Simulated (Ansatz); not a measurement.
Rows from a G0W0 calculation on VBiO4 (Clinobisvanite) (Ansatz 0.2.0; G0W0 on LDA, plane waves, PAW; 4×4×4 mesh, 394 empty bands, screening to 108 eV), in eV. Spin-orbit coupling is left out.

| row | Σx | Σc | Vxc | Z |
| --- | --- | --- | --- | --- |
| A | -24.22 | 3.13 | -21.16 | 0.74 |
| B | -16.01 | -5.94 | -23.41 | 0.71 |
| C | -15.29 | -5.75 | -22.45 | 0.72 |
| D | -15.61 | -5.88 | -22.96 | 0.72 |
| E | -24.57 | 3.27 | -21.38 | 0.73 |
| F | -15.53 | -6.04 | -23.05 | 0.72 |

Question: Which rows are filled states and which are empty ones, and how can one tell?

Filled: A and E. Empty: B, C, D and F. The sign of Σc tells: for a filled state bare exchange, which holds its interaction with itself, lies below Vxc (Σx − Vxc is -3.1 eV or lower here) and screening gives part back as a positive Σc. For an empty state Σx lies above Vxc (+7.2 eV or more) and the Coulomb hole leaves Σc negative.

[Runs of the session that timed out or met a known fault of the program may be left out.]

[Cells called generated may have been cut or substituted from an entry of the Crystallography Open Database or the Materials Project.]

[Hosts, paths, dates, database ids (printed as entryN), source tags and the programs' standing remarks are cut or masked in the printed files.]
